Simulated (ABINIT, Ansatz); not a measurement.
# Converging GW for BN (P6_3/mmc) in ABINIT, part 2 of 2

What does each rung of G0W0 on BN (P6_3/mmc) cost, and what does it buy?

ABINIT 10.8.3; PBE and many-body steps on it, plane waves. Known limits of the many-body steps: not at the basis limit; coarse k mesh.

So far. Step 3 (Screening, 6×6×4 mesh, 48 bands, screening to 114.3 eV): Local fields lower ε∞ by 6 %. On a Γ-centred mesh this coarse the value itself is usually too large, while a short band sum pulls it down. Step 4 (48 bands, 114.3 eV): The gap on the mesh goes from 4.31 eV to 5.67 eV, a correction of +1.35 eV.

**6. 140 bands, 212.2 eV**

This step: G0W0 on PBE, plane waves, norm-conserving pseudopotentials.

The input, run.abi:

```
acell 3*1.0 Angstrom
rprim 
  2.503989999987 0.000000000003 0.000000000000
  -1.251994999996 2.168518950810 0.000000000000
  0.000000000000 0.000000000000 6.661200000000
ntypat 2
znucl 5 7
natom 4
typat 1 1 2 2
xred 
  0.333333333333 0.666666666667 0.250000000000
  0.666666666667 0.333333333333 0.750000000000
  0.333333333333 0.666666666667 0.750000000000
  0.666666666667 0.333333333333 0.250000000000
pp_dirpath "pseudos"
pseudos "B.upf, N.upf"
ecut 36
ngkpt 6 6 4
nshiftk 1
shiftk 0 0 0
kptopt 1
chksymbreak 0
istwfk *1
occopt 1
irdwfk 1
optdriver 4
nband 140
gwcalctyp 0
ecutsigx 36
symsigma 1
nkptgw 3
kptgw 
  0.3333333333 0.3333333333 0.5000000000
  0.5000000000 0.0000000000 0.0000000000
  0.0000000000 0.0000000000 0.0000000000
bdgw 
  7 10
  7 10
  7 10
ecuteps 7.8
irdscr 1
ppmodel 1
indata_prefix "in"
outdata_prefix "out"
tmpdata_prefix "tmp"
```

Command:

```sh
$ OMP_NUM_THREADS=1 mpirun -n 8 abinit run.abi > log
```

What it wrote:

```text
.Version 10.8.3 of ABINIT. v10.8.2 released Aug 2026.

 Symmetries : space group P6_3/m m c (#194); Bravais hP (primitive hexag.)
[... echo of the input left out ...]
== DATASET  1 ==================================================================
-   mpi_nproc: 8, omp_nthreads: 1 (-1 if OMP is not activated)

--- !DatasetInfo
iteration_state: {dtset: 1, }
dimensions: {natom: 4, nkpt: 21, mband: 140, nsppol: 1, nspinor: 1, nspden: 1, mpw: 2542, }
cutoff_energies: {ecut:  36.0, pawecutdg:  -1.0, }
electrons: {nelect:   1.60000000E+01, charge:   0.00000000E+00, occopt:   1.00000000E+00, tsmear:   1.00000000E-02, }

 SIGMA: Calculation of the GW corrections

 Based on a program developped by R.W. Godby, V. Olevano, G. Onida, and L. Reining.
 Incorporated in ABINIT by V. Olevano, G.-M. Rignanese, and M. Torrent.
.Using double precision arithmetic ; gwpc =  8

[... cell and pseudopotentials left out ...]
--------------------------------------------------------------------------------

 ==== K-mesh for the wavefunctions ====
 Number of points in the irreducible wedge :    21
[... list of points left out ...]
 Together with 24 symmetry operations and time-reversal symmetry
 yields   144 points in the full Brillouin Zone.

 ==== Q-mesh for screening function ====
 Number of points in the irreducible wedge :    21
[... list of points left out ...]
 Together with 24 symmetry operations and time-reversal symmetry
 yields   144 points in the full Brillouin Zone.

 vcoul_init : cutoff-mode = AUXILIARY_FUNCTION
 q-points for optical limit:   1
     1)      0.000010    0.000020    0.000030
 setmesh: FFT mesh size selected  =    24x   24x   72
          total number of points  =        41472

 Number of electrons calculated from density =   16.0000; Expected =   16.0000
[...]
number of plane-waves for wavefunctions          2481
 number of bands                                   140
 number of q-points in IBZ                          21
 number of frequencies                               2
 number of real frequencies                          1
 number of imag frequencies                          1

 matrix elements of self-energy operator (all in [eV])

 Perturbative Calculation

--- !SelfEnergy_ee
iteration_state: {dtset: 1, }
kpoint     : [   0.333,    0.333,    0.500, ]
spin       : 1
KS_gap     :    4.670
QP_gap     :    6.258
Delta_QP_KS:    1.588
data: !SigmaeeData |
     Band     E0 <VxcDFT>   SigX SigC(E0)      Z dSigC/dE  Sig(E)    E-E0       E
        7   2.782 -16.630 -19.896   2.341   0.804  -0.243 -17.374  -0.743   2.038
        8   2.782 -16.630 -19.896   2.341   0.804  -0.243 -17.374  -0.743   2.038
        9   7.451 -10.920  -5.627  -4.278   0.832  -0.202 -10.076   0.845   8.296
[...]
--- !SelfEnergy_ee
iteration_state: {dtset: 1, }
kpoint     : [   0.500,    0.000,    0.000, ]
spin       : 1
KS_gap     :    4.750
QP_gap     :    6.289
Delta_QP_KS:    1.538
data: !SigmaeeData |
     Band     E0 <VxcDFT>   SigX SigC(E0)      Z dSigC/dE  Sig(E)    E-E0       E
[...]
--- !SelfEnergy_ee
iteration_state: {dtset: 1, }
kpoint     : [   0.000,    0.000,    0.000, ]
spin       : 1
KS_gap     :    6.581
QP_gap     :    7.877
Delta_QP_KS:    1.296
data: !SigmaeeData |
     Band     E0 <VxcDFT>   SigX SigC(E0)      Z dSigC/dE  Sig(E)    E-E0       E
[...]
9   8.056  -8.607  -4.485  -3.768   0.854  -0.171  -8.304   0.303   8.359
       10  13.045 -13.671  -7.109  -4.919   0.803  -0.246 -12.352   1.318  14.363

== END DATASET(S) ==============================================================
================================================================================

 -outvars: echo values of variables after computation  --------
           etotal      0.0000000000E+00
            nband         140
             nkpt          21
          spgroup         194
 [... the other variables as echoed above ...]

 Calculation completed.
```

Wall time 36 s (8 MPI ranks of Intel Xeon Platinum 8375C at 2.90GHz (Ice Lake), shared host); peak memory 1.8 GiB.

This step gave:

```yaml
g0w0_gap_on_the_points_computed: 5.786 eV
starting_gap_on_the_mesh: 4.314 eV
k_of_the_valence_top: 0.3333, 0.3333, 0.5
k_of_the_conduction_bottom: 0.5, 0, 0
z_at_the_valence_top: 0.804
z_at_the_conduction_bottom: 0.84
least_direct_g0w0_gap_on_the_computed_points: 6.258 eV
```

Against G0W0 in ABINIT (6×6×4 mesh, 48 bands, screening to 114.3 eV, Godby-Needs plasmon pole), the gap moves by +0.119 eV.

**7. Screening, 6×6×4 mesh, 332 bands, screening to 326.5 eV**

This step: RPA screening on PBE, plane waves, norm-conserving pseudopotentials.

Edit run.abi of step 6 so:

```diff
@@ -25,19 +25,8 @@
 irdwfk 1
-optdriver 4
-nband 140
-gwcalctyp 0
-ecutsigx 36
-symsigma 1
-nkptgw 3
-kptgw 
-  0.3333333333 0.3333333333 0.5000000000
-  0.5000000000 0.0000000000 0.0000000000
-  0.0000000000 0.0000000000 0.0000000000
-bdgw 
-  7 10
-  7 10
-  7 10
-ecuteps 7.8
-irdscr 1
-ppmodel 1
+optdriver 3
+nband 332
+ecuteps 12
+inclvkb 2
+awtr 1
+symchi 1
 indata_prefix "in"
```

What it wrote:

```text
.Version 10.8.3 of ABINIT. v10.8.2 released Aug 2026.

 Symmetries : space group P6_3/m m c (#194); Bravais hP (primitive hexag.)
[... echo of the input left out ...]
== DATASET  1 ==================================================================
-   mpi_nproc: 8, omp_nthreads: 1 (-1 if OMP is not activated)

--- !DatasetInfo
iteration_state: {dtset: 1, }
dimensions: {natom: 4, nkpt: 21, mband: 332, nsppol: 1, nspinor: 1, nspden: 1, mpw: 2542, }
cutoff_energies: {ecut:  36.0, pawecutdg:  -1.0, }
[...]
--------------------------------------------------------------------------------
[... chi0 elements left out ...]
 For q-point:  0.000010 0.000020 0.000030
  dielectric constant =   4.2231
  dielectric constant without local fields =   4.5507

  Average fulfillment of the sum rule on Im[epsilon] for q-point    1 :     97.44  [%]
[... wings left out ...]
  q-point number  2        q = ( 0.166667, 0.000000, 0.000000) [r.l.u.]
--------------------------------------------------------------------------------
[... chi0 elements left out ...]
  Average fulfillment of the sum rule on Im[epsilon] for q-point    2 :     99.17  [%]

 [... 19 further q-points ...]
```

Elapsed: 17 min, on 8 MPI ranks; peak memory 3.7 GiB.

This step gave:

```yaml
eps_infinity_with_local_fields_on_this_mesh_along_the_program_s_q_direction: 4.223
the_same_without_local_fields: 4.551
plasma_frequency: 24.70 eV
plane_waves_in_the_screening_matrix: 499
```

**8. 332 bands, 326.5 eV**

This step: G0W0 on PBE, plane waves, norm-conserving pseudopotentials.

Edit run.abi of step 7 so:

```diff
@@ -25,8 +25,19 @@
 irdwfk 1
-optdriver 3
+optdriver 4
 nband 332
+gwcalctyp 0
+ecutsigx 36
+symsigma 1
+nkptgw 3
+kptgw 
+  0.3333333333 0.3333333333 0.5000000000
+  0.5000000000 0.0000000000 0.0000000000
+  0.0000000000 0.0000000000 0.0000000000
+bdgw 
+  7 10
+  7 10
+  7 10
 ecuteps 12
-inclvkb 2
-awtr 1
-symchi 1
+irdscr 1
+ppmodel 1
 indata_prefix "in"
```

What it wrote:

```text
.Version 10.8.3 of ABINIT. v10.8.2 released Aug 2026.

 Symmetries : space group P6_3/m m c (#194); Bravais hP (primitive hexag.)
[... echo of the input left out ...]
== DATASET  1 ==================================================================
-   mpi_nproc: 8, omp_nthreads: 1 (-1 if OMP is not activated)

--- !DatasetInfo
iteration_state: {dtset: 1, }
dimensions: {natom: 4, nkpt: 21, mband: 332, nsppol: 1, nspinor: 1, nspden: 1, mpw: 2542, }
cutoff_energies: {ecut:  36.0, pawecutdg:  -1.0, }
[...]
Band     E0 <VxcDFT>   SigX SigC(E0)      Z dSigC/dE  Sig(E)    E-E0       E
[...]
9   8.056  -8.607  -4.485  -3.857   0.853  -0.172  -8.381   0.226   8.283
       10  13.045 -13.671  -7.109  -5.167   0.798  -0.253 -12.557   1.113  14.158

== END DATASET(S) ==============================================================
================================================================================

 -outvars: echo values of variables after computation  --------
           etotal      0.0000000000E+00
            nband         332
             nkpt          21
          spgroup         194
 [... the other variables as echoed above ...]

 Calculation completed.
```

Wall time 4.5 min (8 MPI ranks); peak memory 5.3 GiB; 35 min of CPU time.

This step gave:

- G0W0 gap on the points computed: 5.906 eV
- starting gap on the mesh: 4.314 eV
- k of the valence top: 0.3333, 0.3333, 0.5
- k of the conduction bottom: 0.5, 0, 0
- least direct G0W0 gap on the computed points: 6.370 eV

Against G0W0 in ABINIT (6×6×4 mesh, 140 bands, screening to 212.2 eV, Godby-Needs plasmon pole), the gap moves by +0.120 eV.

**9. The runs together**

Times are wall times on 8 MPI ranks of Intel Xeon Platinum 8375C at 2.90GHz (Ice Lake), shared host, good to a factor of about two. A run's time includes the screening step that it read.

```tsv
run	mesh	bands	screening cutoff (eV)	DFT gap (eV)	gap on the mesh (eV)	direct (eV)	ε∞ used	time
48 bands, 114.3 eV	6×6×4	48	114.3	4.314	5.667	6.169	4.25	62 s
140 bands, 212.2 eV	6×6×4	140	212.2	4.314	5.786	6.258	4.22	3.3 min
332 bands, 326.5 eV	6×6×4	332	326.5	4.314	5.906	6.370	4.22	21 min
```

**10. Outcome**

| Quantity | Value |
| --- | --- |
| 48 bands, 114.3 eV | 5.667 eV |
| 140 bands, 212.2 eV | 5.786 eV |
| 332 bands, 326.5 eV | 5.906 eV |
| known limits | not at the basis limit; coarse k mesh |

From the first rung to the last the gap moves by +0.24 eV for 20 times the time. The steps are not yet shrinking, so no limit is drawn. In the first G0W0 run levels were corrected at 3 k points alone, so a gap called «on the mesh» is the least over those, and an edge elsewhere would be missed. The 6×6×4 mesh is coarse for this cell, which bears on the long-range parts of exchange and screening.

[Paths, hosts, dates, memory and timing lines, banners, echoed tables and standing remarks are left out of the program output.]

[Logs are printed without paths, hosts, clocks, repeated set-up lines and the standing remarks that a program may print on its own settings, such as how far it seeks lower states.]

[Runs of the session that timed out or met a known fault of the program may be left out.]

[No measured gap is set beside runs whose start may be inverted or whose files or cutoffs have a known fault.]

[Hosts, paths, dates, database ids (printed as entryN), source tags and the programs' standing remarks are cut or masked in the printed files.]

[G0W0 gaps are taken among the corrected bands and points alone; a level outside them can change the order at an edge.]

[Where Ansatz stands beside ABINIT at settings called matched, ABINIT's density can come from a denser mesh and the files from another edition; pairs whose starting gaps differed by over 0.03 eV were left out, so agreement reads better than it is.]
